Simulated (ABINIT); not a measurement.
# SiO2 (Quartz): G0W0 with ABINIT, start to end, part 2 of 3

Aim: the G0W0 gap of SiO2 (Quartz) on LDA, step by step.

ABINIT 10.8.3; LDA and many-body steps on it, plane waves. Known limits of the many-body steps: not at the basis limit; coarse k mesh.

So far. Step 2 (Ground state): The gap is indirect, with the least direct gap 0.32 eV higher.

### 3. Bands along the symmetry lines

Level of this step: DFT, LDA, plane waves, norm-conserving pseudopotentials (ABINIT).

The cheap functional maps the bands first; the places of the edges decide which points the dearer methods must see.

File run.abi:

```
acell 3*1.0 Angstrom
rprim 
  4.915799999986 0.000000000003 0.000000000000
  -2.457899999996 4.257207679910 0.000000000000
  0.000000000000 0.000000000000 5.409100000000
ntypat 2
znucl 14 8
natom 9
typat 1 1 1 2 2 2 2 2 2
xred 
  0.530300000000 0.000000000000 0.333333333333
  0.000000000000 0.530300000000 0.666666666667
  0.469700000000 0.469700000000 -0.000000000000
  0.146200000000 0.414200000000 0.881000000000
  0.585800000000 0.732000000000 0.214333333333
  0.268000000000 0.853800000000 0.547666666667
  0.414200000000 0.146200000000 0.119000000000
  0.732000000000 0.585800000000 0.785666666667
  0.853800000000 0.268000000000 0.452333333333
pp_dirpath "pseudos"
pseudos "Si.upf, O.upf"
ecut 36
iscf -2
irdden 1
kptopt 0
nkpt 39
kpt 
  0.00000000 0.00000000 0.00000000
  0.12500000 0.00000000 0.00000000
  0.25000000 0.00000000 0.00000000
  0.37500000 0.00000000 0.00000000
  0.50000000 0.00000000 0.00000000
  0.45833333 0.08333333 0.00000000
  0.41666666 0.16666666 0.00000000
  0.37500000 0.25000000 0.00000000
  0.33333333 0.33333333 0.00000000
  0.25000000 0.25000000 0.00000000
  0.16666666 0.16666666 0.00000000
  0.08333333 0.08333333 0.00000000
  0.00000000 0.00000000 0.00000000
  0.00000000 0.00000000 0.12500000
  0.00000000 0.00000000 0.25000000
  0.00000000 0.00000000 0.37500000
  0.00000000 0.00000000 0.50000000
  0.12500000 0.00000000 0.50000000
  0.25000000 0.00000000 0.50000000
  0.37500000 0.00000000 0.50000000
  0.50000000 0.00000000 0.50000000
  0.45833333 0.08333333 0.50000000
  0.41666666 0.16666666 0.50000000
  0.37500000 0.25000000 0.50000000
  0.33333333 0.33333333 0.50000000
  0.25000000 0.25000000 0.50000000
  0.16666666 0.16666666 0.50000000
  0.08333333 0.08333333 0.50000000
  0.00000000 0.00000000 0.50000000
  0.50000000 0.00000000 0.50000000
  0.50000000 0.00000000 0.37500000
  0.50000000 0.00000000 0.25000000
  0.50000000 0.00000000 0.12500000
  0.50000000 -0.00000000 0.00000000
  0.33333333 0.33333333 0.50000000
  0.33333333 0.33333333 0.37500000
  0.33333333 0.33333333 0.25000000
  0.33333333 0.33333333 0.12500000
  0.33333333 0.33333333 0.00000000
istwfk *1
nband 37
nbdbuf 8
tolwfr 1e-07
nstep 50
prtwf 0
prtvol 0
indata_prefix "in"
outdata_prefix "out"
tmpdata_prefix "tmp"
```

The run is started by

```
$ OMP_NUM_THREADS=1 mpirun -n 4 abinit run.abi > log
```

Numbers of over 12 decimals in the logs are rounded to 6 here.

What it wrote:

```text
.Version 10.8.3 of ABINIT. v10.8.2 released Aug 2026.

 Symmetries : space group P3_1 2 1 (#152); Bravais hP (primitive hexag.)
[... echo of the input left out ...]
== DATASET  1 ==================================================================
-   mpi_nproc: 4, omp_nthreads: 1 (-1 if OMP is not activated)

--- !DatasetInfo
iteration_state: {dtset: 1, }
dimensions: {natom: 9, nkpt: 39, mband: 37, nsppol: 1, nspinor: 1, nspden: 1, mpw: 7935, }
cutoff_energies: {ecut:  36.0, pawecutdg:  -1.0, }
electrons: {nelect:   4.80000000E+01, charge:   0.00000000E+00, occopt:   1.00000000E+00, tsmear:   1.00000000E-02, }

 Real(R)+Recip(G) space primitive vectors, cartesian coordinates (Bohr,Bohr^-1):
 R(1)=  9.2895157  0.0000000  0.0000000  G(1)=  0.1076482  0.0621507  0.0000000
 R(2)= -4.6447578  8.0449566  0.0000000  G(2)=  0.0000000  0.1243015  0.0000000
 R(3)=  0.0000000  0.0000000 10.2217176  G(3)=  0.0000000  0.0000000  0.0978309
 Unit cell volume ucvol=  7.6390729E+02 bohr^3
 Angles (23,13,12)=  9.00000000E+01  9.00000000E+01  1.20000000E+02 degrees

 getcut: wavevector=  0.0000  0.0000  0.0000  ngfft=  54  54  60
         ecut(hartree)=     36.000   => boxcut(ratio)=   2.15270

--- Pseudopotential description ------------------------------------------------
- Si Generated using ONCVPSP code by D. R. Hamann
- 14.00000   4.00000  180309                  znucl, zion, pspdat
12 -1012 2 -1 1510                            pspcod,pspxc,lmax,lloc,mmax
     nproj     2     2     2
  pspatm : epsatm=    6.67003958
         --- l  ekb(1:nproj) -->
             0    5.565958    0.856966
             1    2.726111    0.629828
             2   -2.124804   -0.444604
 pspatm: atomic psp has been read  and splines computed

- O Generated using ONCVPSP code by D. R. Hamann
-  8.00000   6.00000  201201                  znucl, zion, pspdat
12 -1012 2 -1 926                             pspcod,pspxc,lmax,lloc,mmax
     nproj     2     2     1
  pspatm : epsatm=    6.27558587
         --- l  ekb(1:nproj) -->
[...]
2   -1.033686
 pspatm: atomic psp has been read  and splines computed

--------------------------------------------------------------------------------

================================================================================
 prteigrs : about to open file out_EIG
 Non-SCF case, kpt    1 (  0.00000  0.00000  0.00000), residuals and eigenvalues=
  1.66E-08  1.54E-08  7.24E-08  1.26E-08  1.20E-08  5.95E-08  2.38E-08  9.53E-08
  3.90E-08  8.09E-08  1.41E-08  1.67E-08  4.39E-08  9.52E-08  3.61E-08  4.17E-08
  3.93E-08  8.87E-08  6.48E-08  2.27E-08  3.24E-08  8.73E-08  2.43E-08  7.37E-08
[...]
7.48E-06  2.44E-05  7.86E-05  6.37E-04  1.65E-03
 -6.9890E-01 -6.4078E-01 -6.4078E-01 -6.1613E-01 -6.1455E-01 -6.1455E-01
 -3.0057E-01 -3.0057E-01 -1.9753E-01 -1.9667E-01 -1.9047E-01 -1.9047E-01
[...]
4.7193E-01

--- !ResultsGS
iteration_state: {dtset: 1, }
comment   : Summary of ground state results
lattice_vectors:
- [  9.2895157,   0.0000000,   0.0000000, ]
- [ -4.6447578,   8.0449566,   0.0000000, ]
- [  0.0000000,   0.0000000,  10.2217176, ]
lattice_lengths: [   9.28952,    9.28952,   10.22172, ]
lattice_angles: [ 90.000,  90.000, 120.000, ] # degrees, (23, 13, 12)
lattice_volume:   7.6390729E+02
convergence: {deltae:  0.000E+00, res2:  0.000E+00, residm:  9.994E-08, diffor:  0.000E+00, }
etotal    :  -1.12309965E+02
entropy   :   0.00000000E+00
fermie    :   4.34510667E-03
cartesian_stress_tensor: null
pressure_GPa: null
xred      :
- [  5.3030E-01,   2.5857E-29,   3.3333E-01, Si]
- [ -2.2564E-18,   5.3030E-01,   6.6667E-01, Si]
- [  4.6970E-01,   4.6970E-01,   1.3878E-16, Si]
- [  1.4620E-01,   4.1420E-01,   8.8100E-01,  O]
- [  5.8580E-01,   7.3200E-01,   2.1433E-01,  O]
- [  2.6800E-01,   8.5380E-01,   5.4767E-01,  O]
- [  4.1420E-01,   1.4620E-01,   1.1900E-01,  O]
- [  7.3200E-01,   5.8580E-01,   7.8567E-01,  O]
- [  8.5380E-01,   2.6800E-01,   4.5233E-01,  O]
cartesian_forces: null
force_length_stats: {min: null, max: null, mean: null, }

 Integrated electronic density in atomic spheres:
 ------------------------------------------------
 Atom  Sphere_radius  Integrated_density
[...]
================================================================================

 ----iterations are completed or convergence reached----

 Mean square residual over all n,k,spin=   48.266E-09; max=  99.938E-09
 reduced coordinates (array xred) for    9 atoms
[...]
0.732000000000      0.585800000000      0.785666666667
       0.853800000000      0.268000000000      0.452333333333

 cartesian coordinates (angstrom) at end:
    1      2.606849     1.59e-12     1.803033
    2     -1.303424     2.257597     3.606067
    3      1.154476     1.999610     0.000000
[...]
8      2.158528     2.493872     4.249750
    9      3.538393     1.140932     2.446716
 length scales=  1.889726125908  1.889726125908  1.889726125908 bohr
              =  1.000000000000  1.000000000000  1.000000000000 angstroms
 prteigrs : about to open file out_EIG
 Eigenvalues (hartree) for nkpt=  39  k points:
 kpt#   1, nband= 37, wtk=  1.00000, kpt=  0.0000  0.0000  0.0000 (reduced coord)
[...]
kpt#   2, nband= 37, wtk=  1.00000, kpt=  0.1250  0.0000  0.0000 (reduced coord)
[...]
kpt#   3, nband= 37, wtk=  1.00000, kpt=  0.2500  0.0000  0.0000 (reduced coord)
[...]
kpt#  38, nband= 37, wtk=  1.00000, kpt=  0.3333  0.3333  0.1250 (reduced coord)
[...]
0.42915    0.44502    0.45200    0.47253    0.47372
 kpt#  39, nband= 37, wtk=  1.00000, kpt=  0.3333  0.3333  0.0000 (reduced coord)
[...]
-0.07224   -0.06592   -0.05972   -0.04158   -0.04158   -0.01177   -0.01177    0.00435
   0.32405    0.32405    0.34157    0.37671    0.38067    0.38067    0.39601    0.39601
   0.43820    0.44260    0.46911    0.46974    0.47193

== END DATASET(S) ==============================================================
================================================================================

 -outvars: echo values of variables after computation  --------
            nband          37
             nkpt          39
          spgroup         152
 [... the other variables as echoed above ...]

 Calculation completed.
```

Wall time 57 s (4 MPI ranks of Arm Neoverse V1, shared host); peak memory 0.48 GiB; 3.8 min of CPU time.

This step gave:

| Property | Result |
| --- | --- |
| gap | 5.801 eV |
| k of the valence top | 0.3333, 0.3333, 0 |
| k of the conduction bottom | 0, 0, 0 |
| least direct gap | 6.126 eV |

The gap is 5.801 eV, as in the run before at this level.

Electronic bands along the path, in eV, zero at the top of the highest filled band:

| point | band 21 | band 22 | band 23 | band 24 | band 25 | band 26 | band 27 | band 28 |
| --- | --- | --- | --- | --- | --- | --- | --- | --- |
| Γ | -1.01 | -0.69 | -0.32 | -0.32 | 5.80 | 9.04 | 9.04 | 9.51 |
| halfway | -1.02 | -0.85 | -0.24 | -0.16 | 6.68 | 9.06 | 9.14 | 9.62 |
| M | -1.06 | -0.79 | -0.27 | -0.03 | 8.05 | 8.76 | 9.45 | 9.49 |
| halfway | -1.12 | -0.63 | -0.32 | -0.02 | 8.24 | 8.82 | 9.37 | 9.67 |
| K | -1.25 | -0.44 | -0.44 | 0.00 | 8.70 | 8.70 | 9.18 | 10.13 |
| halfway | -0.93 | -0.88 | -0.25 | -0.11 | 6.92 | 9.07 | 9.23 | 9.66 |
| Γ | -1.01 | -0.69 | -0.32 | -0.32 | 5.80 | 9.04 | 9.04 | 9.51 |
| halfway | -1.09 | -0.54 | -0.23 | -0.10 | 6.39 | 8.90 | 8.95 | 9.00 |
| A | -1.23 | -0.21 | -0.21 | -0.09 | 7.73 | 7.73 | 8.73 | 9.50 |
| halfway | -1.10 | -0.45 | -0.42 | -0.15 | 8.14 | 8.25 | 9.08 | 9.46 |
| L | -0.90 | -0.84 | -0.61 | -0.19 | 8.79 | 9.21 | 9.37 | 9.50 |
| halfway | -0.87 | -0.85 | -0.63 | -0.34 | 8.82 | 9.36 | 9.46 | 9.57 |
| H | -0.95 | -0.78 | -0.60 | -0.60 | 8.90 | 9.51 | 9.51 | 9.86 |
| halfway | -1.07 | -0.54 | -0.39 | -0.23 | 8.27 | 8.39 | 9.15 | 9.64 |
| A | -1.23 | -0.21 | -0.21 | -0.09 | 7.73 | 7.73 | 8.73 | 9.50 |
| jump to L | -0.90 | -0.84 | -0.61 | -0.19 | 8.79 | 9.21 | 9.37 | 9.50 |
| halfway | -0.98 | -0.73 | -0.45 | -0.12 | 8.35 | 8.87 | 9.30 | 9.78 |
| M | -1.06 | -0.79 | -0.27 | -0.03 | 8.05 | 8.76 | 9.45 | 9.49 |
| jump to H | -0.95 | -0.78 | -0.60 | -0.60 | 8.90 | 9.51 | 9.51 | 9.86 |
| halfway | -1.03 | -0.56 | -0.51 | -0.20 | 8.77 | 8.96 | 9.36 | 9.97 |
| K | -1.25 | -0.44 | -0.44 | 0.00 | 8.70 | 8.70 | 9.18 | 10.13 |

### 4. Empty states on the mesh, 3×3×2 mesh, 195 bands

The sums over transitions need many empty states on a uniform mesh; this step solves for them.

File run.abi:

```
acell 3*1.0 Angstrom
rprim 
  4.915799999986 0.000000000003 0.000000000000
  -2.457899999996 4.257207679910 0.000000000000
  0.000000000000 0.000000000000 5.409100000000
ntypat 2
znucl 14 8
natom 9
typat 1 1 1 2 2 2 2 2 2
xred 
  0.530300000000 0.000000000000 0.333333333333
  0.000000000000 0.530300000000 0.666666666667
  0.469700000000 0.469700000000 -0.000000000000
  0.146200000000 0.414200000000 0.881000000000
  0.585800000000 0.732000000000 0.214333333333
  0.268000000000 0.853800000000 0.547666666667
  0.414200000000 0.146200000000 0.119000000000
  0.732000000000 0.585800000000 0.785666666667
  0.853800000000 0.268000000000 0.452333333333
pp_dirpath "pseudos"
pseudos "Si.upf, O.upf"
ecut 36
ngkpt 3 3 2
nshiftk 1
shiftk 0 0 0
kptopt 1
chksymbreak 0
iscf -2
irdden 1
istwfk *1
nband 195
nbdbuf 16
tolwfr 1e-09
nstep 60
prtvol 0
indata_prefix "in"
outdata_prefix "out"
tmpdata_prefix "tmp"
```

What it wrote:

```text
.Version 10.8.3 of ABINIT. v10.8.2 released Aug 2026.

 Symmetries : space group P3_1 2 1 (#152); Bravais hP (primitive hexag.)
[... echo of the input left out ...]
== DATASET  1 ==================================================================
-   mpi_nproc: 4, omp_nthreads: 1 (-1 if OMP is not activated)

--- !DatasetInfo
iteration_state: {dtset: 1, }
dimensions: {natom: 9, nkpt: 6, mband: 195, nsppol: 1, nspinor: 1, nspden: 1, mpw: 7935, }
cutoff_energies: {ecut:  36.0, pawecutdg:  -1.0, }
electrons: {nelect:   4.80000000E+01, charge:   0.00000000E+00, occopt:   1.00000000E+00, tsmear:   1.00000000E-02, }

 Real(R)+Recip(G) space primitive vectors, cartesian coordinates (Bohr,Bohr^-1):
 R(1)=  9.2895157  0.0000000  0.0000000  G(1)=  0.1076482  0.0621507  0.0000000
 R(2)= -4.6447578  8.0449566  0.0000000  G(2)=  0.0000000  0.1243015  0.0000000
 R(3)=  0.0000000  0.0000000 10.2217176  G(3)=  0.0000000  0.0000000  0.0978309
 Unit cell volume ucvol=  7.6390729E+02 bohr^3
 Angles (23,13,12)=  9.00000000E+01  9.00000000E+01  1.20000000E+02 degrees

 getcut: wavevector=  0.0000  0.0000  0.0000  ngfft=  54  54  60
         ecut(hartree)=     36.000   => boxcut(ratio)=   2.15270

--- Pseudopotential description ------------------------------------------------
- Si Generated using ONCVPSP code by D. R. Hamann
- 14.00000   4.00000  180309                  znucl, zion, pspdat
12 -1012 2 -1 1510                            pspcod,pspxc,lmax,lloc,mmax
     nproj     2     2     2
  pspatm : epsatm=    6.67003958
         --- l  ekb(1:nproj) -->
             0    5.565958    0.856966
             1    2.726111    0.629828
             2   -2.124804   -0.444604
 pspatm: atomic psp has been read  and splines computed

- O Generated using ONCVPSP code by D. R. Hamann
-  8.00000   6.00000  201201                  znucl, zion, pspdat
12 -1012 2 -1 926                             pspcod,pspxc,lmax,lloc,mmax
     nproj     2     2     1
  pspatm : epsatm=    6.27558587
         --- l  ekb(1:nproj) -->
[...]
2   -1.033686
 pspatm: atomic psp has been read  and splines computed

--------------------------------------------------------------------------------

================================================================================
 prteigrs : about to open file out_EIG
 Non-SCF case, kpt    1 (  0.00000  0.00000  0.00000), residuals and eigenvalues=
  7.92E-11  2.19E-10  4.25E-10  6.28E-10  5.62E-10  9.56E-10  4.42E-11  3.90E-10
  1.22E-10  3.27E-10  6.41E-11  2.24E-10  5.44E-11  2.06E-10  2.70E-10  2.90E-10
  1.54E-10  3.29E-10  1.42E-10  1.86E-10  2.46E-10  1.91E-10  1.32E-10  2.26E-10
[...]
-6.9890E-01 -6.4078E-01 -6.4078E-01 -6.1613E-01 -6.1455E-01 -6.1455E-01
 -3.0057E-01 -3.0057E-01 -1.9753E-01 -1.9667E-01 -1.9047E-01 -1.9047E-01
 -1.0555E-01 -1.0555E-01 -9.5939E-02 -8.6673E-02 -5.1708E-02 -5.1708E-02
[...]
2.4871E+00  2.4893E+00  2.4893E+00  2.4962E+00  2.5440E+00  2.5440E+00
  2.5755E+00  2.5783E+00  2.5927E+00  2.5947E+00  2.5947E+00  2.5987E+00
[...]
prteigrs : prtvol=0 or 1, do not print more k-points.

--- !ResultsGS
iteration_state: {dtset: 1, }
comment   : Summary of ground state results
lattice_vectors:
- [  9.2895157,   0.0000000,   0.0000000, ]
- [ -4.6447578,   8.0449566,   0.0000000, ]
- [  0.0000000,   0.0000000,  10.2217176, ]
lattice_lengths: [   9.28952,    9.28952,   10.22172, ]
lattice_angles: [ 90.000,  90.000, 120.000, ] # degrees, (23, 13, 12)
lattice_volume:   7.6390729E+02
convergence: {deltae:  0.000E+00, res2:  0.000E+00, residm:  9.973E-10, diffor:  0.000E+00, }
etotal    :  -1.12309965E+02
entropy   :   0.00000000E+00
fermie    :   4.34510667E-03
cartesian_stress_tensor: null
pressure_GPa: null
xred      :
- [  5.3030E-01,   2.5857E-29,   3.3333E-01, Si]
- [ -2.2564E-18,   5.3030E-01,   6.6667E-01, Si]
- [  4.6970E-01,   4.6970E-01,   1.3878E-16, Si]
- [  1.4620E-01,   4.1420E-01,   8.8100E-01,  O]
- [  5.8580E-01,   7.3200E-01,   2.1433E-01,  O]
- [  2.6800E-01,   8.5380E-01,   5.4767E-01,  O]
- [  4.1420E-01,   1.4620E-01,   1.1900E-01,  O]
- [  7.3200E-01,   5.8580E-01,   7.8567E-01,  O]
- [  8.5380E-01,   2.6800E-01,   4.5233E-01,  O]
cartesian_forces: null
force_length_stats: {min: null, max: null, mean: null, }

 Integrated electronic density in atomic spheres:
 ------------------------------------------------
 Atom  Sphere_radius  Integrated_density
[...]
================================================================================

 ----iterations are completed or convergence reached----

 Mean square residual over all n,k,spin=   32.603E-11; max=  99.733E-11
 reduced coordinates (array xred) for    9 atoms
[...]
0.853800000000      0.268000000000      0.452333333333

 cartesian coordinates (angstrom) at end:
    1      2.606849     1.59e-12     1.803033
    2     -1.303424     2.257597     3.606067
    3      1.154476     1.999610     0.000000
[...]
8      2.158528     2.493872     4.249750
    9      3.538393     1.140932     2.446716
 length scales=  1.889726125908  1.889726125908  1.889726125908 bohr
              =  1.000000000000  1.000000000000  1.000000000000 angstroms
 prteigrs : about to open file out_EIG
 Eigenvalues (hartree) for nkpt=   6  k points:
 kpt#   1, nband=195, wtk=  0.05556, kpt=  0.0000  0.0000  0.0000 (reduced coord)
[...]
2.46522    2.47843    2.47843    2.48054    2.48708    2.48930    2.48930    2.49618
   2.54401    2.54401    2.57554    2.57832    2.59270    2.59472    2.59474    2.59867
   2.59872    2.63397    2.63686
 prteigrs : prtvol=0 or 1, do not print more k-points.

== END DATASET(S) ==============================================================
================================================================================

 -outvars: echo values of variables after computation  --------
            nband         195
             nkpt           6
          spgroup         152
 [... the other variables as echoed above ...]

 Calculation completed.
```

Elapsed: 2.2 min, on 4 MPI ranks; peak memory 0.49 GiB; 8.9 min of CPU time.

This step gave:

```yaml
gap: 5.801 eV
k_of_the_valence_top: 0.3333, 0.3333, 0
k_of_the_conduction_bottom: 0, 0, 0
least_direct_gap: 6.126 eV
k_points_computed: 6
lowest_point_of_the_top_converged_band_above_the_valence_top: 66.2388 eV
```

On this mesh the gap is 5.801 eV.

(Continued in part 3 of 3.)

[Paths, hosts, dates, memory and timing lines, banners, echoed tables and standing remarks are left out of the program output.]

[Logs are printed without paths, hosts, clocks, repeated set-up lines and the standing remarks that a program may print on its own settings, such as how far it seeks lower states.]

[Runs of the session that timed out or met a known fault of the program may be left out.]

[Hosts, paths, dates, database ids (printed as entryN), source tags and the programs' standing remarks are cut or masked in the printed files.]

[G0W0 gaps are taken among the corrected bands and points alone; a level outside them can change the order at an edge.]

[Where Ansatz stands beside ABINIT at settings called matched, ABINIT's density can come from a denser mesh and the files from another edition; pairs whose starting gaps differed by over 0.03 eV were left out, so agreement reads better than it is.]
